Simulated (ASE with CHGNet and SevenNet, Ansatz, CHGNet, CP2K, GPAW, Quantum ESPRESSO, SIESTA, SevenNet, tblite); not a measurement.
# Running generalised stacking fault on (111) (glide set) of a Ge-Sn solid solution (48 atoms) with machine-learned potentials

Aim: run generalised stacking fault on (111) (glide set) of a Ge-Sn solid solution (48 atoms) in machine-learned potentials and see how near its forces come to a plane-wave reference, and at what cost.

Program: ASE with CHGNet and SevenNet. Level of theory: the method is named at each step. Results are calculated unless marked as measured.

### 1. The starting structure

The cell holds 48 atoms: 34 Ge and 14 Sn. Its edges and angles: a = 8.334 Å, b = 7.218 Å, c = 20.806 Å, α = 90.0°, β = 80.4°, γ = 90.0°. Diamond-structure Ge lattice (a = 5.8932 Å, the value set for the mixture), cell with z along [111], 2 x 1 x 2 periods; the third cell vector is tilted by 0.833 of 1/2[1-10] and lengthened by 0.1 Å, so the cell holds one fault (glide set); displaced by a Gaussian of 0.01 Å; 14 of 48 Ge sites given to Sn at random (lattice constant by Vegard's rule between Ge and Sn). Then every atom was moved at random, 0.05 Å r.m.s. a Cartesian component. The structure's axis is c.

The yardstick, on the same geometry:

```
method                 : Kohn-Sham DFT, PBE, PAW, plane waves (Ansatz 0.2.0); cutoff 420 eV, Γ point, fermi-dirac smearing of 0.05 eV; PAW set soft_2
r.m.s. force component : 2.273 eV/Å
longest force          : 12.79 eV/Å
pressure               : 10.2 GPa
SCF cycles             : 11
time                   : 28 s on 4 threads of Arm Neoverse V1, shared host
CPU time               : 1.7 min
```

### 2. CHGNet r2SCAN potential

Method: machine-learned interatomic potential CHGNet r2SCAN, trained on r2SCAN plane-wave data.

Input file run.py:

```python
import numpy as np
from ase.io import read
import mlip  # loads the published weights by name

atoms = read("structure.xyz")
atoms.calc = mlip.calc("chgnet-r2scan")
energy = atoms.get_potential_energy()
forces = atoms.get_forces()
print(f"energy {energy:.6f} eV")
print("forces (eV/A)")
for i, (a, f) in enumerate(zip(atoms, forces)):
    print(f"{i:4d} {a.symbol:2s} {f[0]:10.5f} {f[1]:10.5f} {f[2]:10.5f}")
stress = -atoms.get_stress(voigt=False) * 160.21766
print("stress (GPa, compression positive)")
for row in stress:
    print(" ".join(f"{x:10.4f}" for x in row))
```

Input file structure.xyz:

```xyz
48
Lattice="8.33424 0.00000 0.00000 0.00000 7.21767 0.00000 3.47263 0.00000 20.51464" Properties=species:S:1:pos:R:3 pbc="T T T"
Ge 6.19927 3.60364 0.49338
Sn 6.24284 3.65301 2.97914
Sn 6.34713 6.01023 3.90004
Ge 6.33783 5.96115 6.31912
Sn 1.96446 3.63612 0.43224
Ge 2.18287 3.61728 2.98734
Ge 2.03670 5.97363 3.73777
Ge 2.12696 6.14931 6.41267
Ge 4.15704 0.04143 0.37275
Ge 4.07658 7.14275 3.05730
Sn 4.17603 2.38125 3.84814
Ge 4.25137 2.34372 6.34682
Sn 4.02428 4.79087 7.22279
Sn 4.17425 4.81281 9.75758
Ge 6.18839 1.26107 7.25008
Ge 6.22925 1.23336 9.74445
Ge 6.22120 3.57340 10.64812
Ge 6.28374 3.63114 13.23215
Ge 6.23032 6.11712 14.10956
Ge 6.18237 5.88767 16.64496
Ge 8.34686 0.02634 0.45563
Sn 8.36129 7.14427 2.95288
Ge 8.33545 2.41409 3.81100
Ge 8.40191 2.44672 6.36405
Ge 8.34014 4.76034 7.25316
Ge 8.33661 4.81613 9.74917
Sn 2.06796 1.16277 7.15715
Ge 2.08284 1.11838 9.75553
Ge 2.10835 3.61786 10.54678
Ge 10.37776 3.61194 13.13511
Ge 10.42225 5.98626 14.04391
Ge 10.37091 6.04451 16.62773
Ge 4.16698 7.16960 10.61612
Ge 4.19303 0.03789 13.16137
Ge 4.18402 2.45827 14.11202
Ge 4.15737 2.46779 16.58814
Ge 4.15156 4.83569 17.38739
Ge 4.09808 4.90758 20.00485
Sn 6.28484 1.18254 17.38226
Sn 6.18497 1.17511 19.95951
Sn 8.36043 7.20295 10.63233
Sn 8.36761 7.13618 13.20691
Sn 8.33929 2.43705 14.01150
Ge 8.34428 2.40110 16.50813
Sn 8.30051 4.79701 17.33323
Ge 8.29591 4.81707 20.00362
Ge 10.36022 1.28662 17.51478
Ge 10.39961 1.23090 19.91089
```

Run with:

```bash
OMP_NUM_THREADS=1 python run.py > output.txt
```

The program printed:

```text
CHGNet vr2scan initialized with 412,525 parameters
CHGNet will run on cpu
energy -805.723206 eV
forces (eV/A)
   0 Ge    3.02831   -2.72758    0.26851
   1 Sn    1.09180   -1.13738   -0.47551
   2 Sn   -2.03904    0.98260    0.48447
   3 Ge   -0.12270    0.23683    1.78133
   4 Sn    7.56821   -6.60685    5.12650
   5 Ge   -0.78861    0.17721    0.11415
   6 Ge    0.68139   -0.41610    0.81713
   7 Ge   -0.81642   -1.21047   -0.95576
   8 Ge   10.39248   -8.23216    6.50237
   9 Ge    0.15963   -0.20292   -0.93118
  10 Sn   -0.82446   -0.95930    0.31886
  11 Ge   -0.13017    0.04011    0.54159
  12 Sn    0.67708   -0.15702   -1.19077
  13 Sn    0.21648   -0.06594    1.24632
  14 Ge    0.62736   -0.35079   -0.06245
  15 Ge   -0.21382    0.01418    0.05045
  16 Ge    0.34771   -0.03053    0.14522
  17 Ge   -0.58919    0.33606   -0.19059
  18 Ge   -0.57193   -0.44465    0.05572
  19 Ge   -0.25823    0.18274   -0.43114
  20 Ge    2.05646   -2.04020    0.46256
  21 Sn    1.35470    1.55567   -0.67963
  22 Ge    0.59192   -0.03871    0.30189
  23 Ge   -0.58515    0.04728   -0.05459
[...]
40 Sn   -0.33079    0.05107   -1.03530
  41 Sn   -0.08587   -0.50989    0.62283
  42 Sn    0.04126    0.63038   -0.06992
  43 Ge    0.40852   -0.11316    0.41164
  44 Sn    0.22648   -0.01279    0.37790
  45 Ge   -2.95763    2.87797   -1.68066
  46 Ge    0.20716   -0.14837   -0.48317
  47 Ge   -2.47448    2.05345   -0.85114
stress (GPa, compression positive)
    6.5431    -3.5288     2.9082
   -3.5288     5.6111    -2.5817
    2.9082    -2.5817     5.5322
```

Elapsed: 5 s, on 1 thread of Arm Neoverse V1, shared host; peak memory 0.52 GiB.

Banners, paths, timers and routine set-up lines are dropped from the logs unmarked, and long logs keep their key lines alone; longer cuts are marked.

Compared with the plane-wave run:

```yaml
r_m_s_force_component: 2.298 eV/Å
r_m_s_difference_of_force_components: 628.8 meV/Å
longest_difference_of_force_vectors: 2518 meV/Å
force_difference_over_r_m_s_force: 27.66 %
slope_of_forces_against_the_reference_s: 0.9727
correlation_of_force_components: 0.9622
pressure: 5.896 GPa
pressure_difference: -4.304 GPa
```

Length of the force difference by element (eV/Å):

| element | atoms | mean | most |
| --- | --- | --- | --- |
| Ge | 34 | 1.0 | 2.1 |
| Sn | 14 | 0.84 | 2.5 |

A closer look about Ge9, which bears the longest force: 9 atoms, nearest first, numbered in the order of the input, with positions taken from that point.

| atom | x | y | z | distance (Å) | bonds | Fx | Fy | Fz (eV/Å) |
| --- | --- | --- | --- | --- | --- | --- | --- | --- |
| Ge9 | 0.00 | 0.00 | 0.00 | 0.00 | 3 | 10.39 | -8.23 | 6.50 |
| Sn40 | -1.44 | 1.13 | -0.93 | 2.06 | 3 | -9.67 | 7.00 | -4.53 |
| Ge46 | 0.67 | -2.44 | -0.88 | 2.68 | 3 | -2.96 | 2.88 | -1.68 |
| Ge10 | -0.08 | -0.12 | 2.68 | 2.69 | 4 | 0.16 | -0.20 | -0.93 |
| Ge48 | 2.77 | 1.19 | -0.98 | 3.17 | 3 | -2.47 | 2.05 | -0.85 |
| Sn39 | -1.34 | 1.14 | -3.51 | 3.92 | 4 | -0.20 | -0.07 | -1.66 |
| Ge1 | 2.04 | 3.56 | 0.12 | 4.11 | 3 | 3.03 | -2.73 | 0.27 |
| Ge21 | -4.14 | -0.02 | 0.08 | 4.15 | 3 | 2.06 | -2.04 | 0.46 |
| Ge7 | -2.12 | -1.29 | 3.37 | 4.18 | 4 | 0.68 | -0.42 | 0.82 |

Atoms are counted from 1 here, from 0 in the log.

Forces lie 28 % from the reference's, at 0.045 times its CPU time (on 1 against 4 cores).

### 3. CHGNet 0.3.0 potential

Method: machine-learned interatomic potential CHGNet 0.3.0, trained on PBE(+U) plane-wave data.

run.py: that of step 2 with these lines changed.

```diff
@@ -5,3 +5,3 @@
 atoms = read("structure.xyz")
-atoms.calc = mlip.calc("chgnet-r2scan")
+atoms.calc = mlip.calc("chgnet-0.3.0")
 energy = atoms.get_potential_energy()
```

structure.xyz is that of step 2.

The program printed:

```text
CHGNet v0.3.0 initialized with 412,525 parameters
CHGNet will run on cpu
energy -191.125732 eV
forces (eV/A)
   0 Ge    3.81241   -3.41472    0.72883
   1 Sn    1.25665   -0.55158   -0.27927
   2 Sn   -2.09703    0.69081    0.12546
   3 Ge   -0.07832    0.38676    1.95588
   4 Sn    9.82671   -8.90968    6.20748
   5 Ge   -1.11662    0.38312    0.47734
   6 Ge    0.96065   -0.78862    1.17576
   7 Ge   -1.53588   -2.38985   -1.93985
   8 Ge   12.53958   -9.75036    7.97016
   9 Ge    0.40604   -0.41448   -0.79030
  10 Sn   -0.79355   -1.10357    0.33955
  11 Ge   -0.24794    0.10293    0.54973
  12 Sn    1.13606   -0.48615   -2.18519
  13 Sn    0.42089   -0.08632    2.10064
  14 Ge    0.98424   -0.56566   -0.01956
  15 Ge   -0.42507    0.09283   -0.02516
  16 Ge    0.71950   -0.18716    0.34733
  17 Ge   -1.11422    0.69251   -0.42124
  18 Ge   -0.93443   -0.65503    0.24237
  19 Ge   -0.42737    0.52564   -0.66800
  20 Ge    2.87416   -2.46031    0.63058
  21 Sn    0.90276    1.75368   -0.32172
  22 Ge    0.70395    0.03605    0.31478
  23 Ge   -1.10287    0.28660   -0.26835
[...]
40 Sn   -0.58879    0.14832   -1.91576
  41 Sn   -0.17586   -0.92219    1.35911
  42 Sn    0.07264    0.87063    0.03940
  43 Ge    0.40752   -0.42536    0.77012
  44 Sn    0.31933   -0.16238    0.49405
  45 Ge   -3.72982    3.32898   -2.05810
  46 Ge    0.25441   -0.19685   -0.84284
  47 Ge   -3.23911    2.68034   -1.09139
stress (GPa, compression positive)
    9.5862    -4.7680     3.8129
   -4.7680     8.3448    -3.2548
    3.8129    -3.2548     8.8609
```

The job ended after 5 s (1 thread; peak memory 0.52 GiB).

Compared with the plane-wave run:

```yaml
r_m_s_force_component: 2.891 eV/Å
r_m_s_difference_of_force_components: 871 meV/Å
longest_difference_of_force_vectors: 5440 meV/Å
force_difference_over_r_m_s_force: 38.31 %
slope_of_forces_against_the_reference_s: 1.235
correlation_of_force_components: 0.9713
pressure: 8.931 GPa
pressure_difference: -1.269 GPa
```

Against the first run (28 %), the force difference from the reference is 38 %, at 1.0 times the CPU time.

### 4. SevenNet l3i5 potential

Method: machine-learned interatomic potential SevenNet l3i5, trained on PBE(+U) plane-wave data.

run.py: that of step 3 with these lines changed.

```diff
@@ -5,3 +5,3 @@
 atoms = read("structure.xyz")
-atoms.calc = mlip.calc("chgnet-0.3.0")
+atoms.calc = mlip.calc("7net-l3i5")
 energy = atoms.get_potential_energy()
```

structure.xyz is that of step 3.

The program printed:

```text
energy -196.167450 eV
forces (eV/A)
   0 Ge    4.58884   -3.61349   -0.26230
   1 Sn    1.46446   -1.60576   -0.83666
   2 Sn   -3.06770    1.48360    0.53775
   3 Ge   -0.09791    0.76143    3.09877
   4 Sn    7.01596   -5.03496    3.78261
   5 Ge   -1.88373    0.42182    0.84750
   6 Ge    1.67565   -0.89378    1.87188
   7 Ge   -2.20183   -2.86030   -2.42012
   8 Ge    9.18700   -6.78740    5.60712
   9 Ge   -0.00280   -0.42929   -1.51798
  10 Sn   -1.30869   -1.39583    0.32781
  11 Ge    0.11932   -0.03115    1.02509
  12 Sn    1.63290   -0.21098   -2.59439
  13 Sn    0.44334   -0.12417    2.03198
  14 Ge    1.23221   -0.82296   -0.37577
  15 Ge   -0.89446    0.15373   -0.02659
  16 Ge    1.49569   -0.40481    0.57779
  17 Ge   -1.63362    1.14643   -0.61968
  18 Ge   -1.27174   -1.28125    0.26729
  19 Ge   -0.90503    0.58447   -1.18480
  20 Ge    3.53008   -2.53844   -0.31727
  21 Sn    1.69406    2.35940   -0.65188
  22 Ge    1.59614    0.36632    0.84915
  23 Ge   -1.88892    0.30394   -0.51526
[...]
40 Sn   -0.74889    0.10393   -2.07631
  41 Sn   -0.23582   -1.00792    1.36568
  42 Sn    0.06124    0.98255   -0.00153
  43 Ge    1.06938   -0.73526    1.04462
  44 Sn    0.32177   -0.12526    1.00347
  45 Ge   -4.34693    3.38675   -1.75843
  46 Ge    0.48811   -0.35681   -1.11954
  47 Ge   -4.24197    2.96515   -0.58905
stress (GPa, compression positive)
    8.4444    -3.7898     3.1659
   -3.7898     8.0026    -2.3062
    3.1659    -2.3062     8.7964
```

The job ended after 12 s (1 thread; peak memory 0.89 GiB).

Against the reference:

```
r.m.s. force component                  : 2.289 eV/Å
r.m.s. difference of force components   : 317.6 meV/Å
longest difference of force vectors     : 1122 meV/Å
force difference over r.m.s. force      : 13.97 %
slope of forces against the reference's : 0.9973
correlation of force components         : 0.9903
pressure                                : 8.415 GPa
pressure difference                     : -1.785 GPa
```

Against the first run (28 %), the force difference from the reference is 14 %, at 2.4 times the CPU time.

### 5. The ladder

Differences are against the plane-wave reference, forces as r.m.s. over components; share is that over the reference's r.m.s. force, slope the least-squares factor from reference forces to these. Total energies of different programs have different zeros and aren't compared.

| run | Δ force, r.m.s. (meV/Å) | share (%) | slope | Δ pressure (GPa) | cores | CPU time | memory (GiB) |
| --- | --- | --- | --- | --- | --- | --- | --- |
| reference | - | - | - | - | 4 | 1.7 min | 1.7 |
| CHGNet r2SCAN potential | 629 | 27.7 | 0.973 | -4.30 | 1 | 4.7 s | 0.52 |
| CHGNet 0.3.0 potential | 871 | 38.3 | 1.235 | -1.27 | 1 | 4.8 s | 0.52 |
| SevenNet l3i5 potential | 318 | 14.0 | 0.997 | -1.79 | 1 | 11 s | 0.89 |

Times of the machine-learned potentials are mostly Python's start and the loading of weights.

CPU time is summed over cores on a shared host, where runs went side by side, so it is rough. Symmetry, cutoffs, thresholds, outputs and thread counts weren't matched or tuned between programs; memory under MPI is the largest rank's times the ranks.

A second geometry, displaced anew (every atom was moved at random, 0.08 Å r.m.s. a Cartesian component), gives an energy difference that all programs can be tested on. The reference puts it at 61.68 meV/atom.

| run | energy less the first geometry's (meV/atom) | error (meV/atom) | force share at the second geometry (%) |
| --- | --- | --- | --- |
| CHGNet r2SCAN potential | 33.59 | -28.1 | 29.5 |
| CHGNet 0.3.0 potential | 39.95 | -21.7 | 22.0 |
| SevenNet l3i5 potential | 69.45 | 7.78 | 15.9 |

### 6. What came out

| Item | Value |
| --- | --- |
| nearest in forces | SevenNet l3i5 potential, 14 % |
| its CPU time | 11 s |

**Reading.** Machine-learned potentials differ by 14 % (SevenNet l3i5 potential) to 38 % (CHGNet 0.3.0 potential); they were trained on other programs' data, some at another functional. The energy difference between the two geometries, 61.7 meV/atom in the reference, is met best by SevenNet l3i5 potential (+7.78) and worst by CHGNet r2SCAN potential (-28.1). Machine-learned potentials mimic data converged in k, so the reference's own k-point error enters their differences. The reference's stress is far from hydrostatic: its diagonal is 18.2, 4.7, 7.7 GPa, compression counted positive. The host structure and its lattice constant were typed by rule, without a check against the phase diagram. The reference's pressure of 10 GPa belongs to a cell and atoms that aren't relaxed at this level. The electronic-structure runs sample only Γ, in a cell whose shortest periodic width is 7 Å, which is coarse for a cell with partly filled levels.

[Also dropped from logs without a mark: logging warnings of Python, and SIESTA's first energy breakdown and zero terms.]

[Logs are printed without paths, hosts, clocks, repeated set-up lines and the standing remarks that a program may print on its own settings, such as how far it seeks lower states.]

[Hosts, paths, dates, database ids (printed as entryN), source tags and the programs' standing remarks are cut or masked in the printed files.]
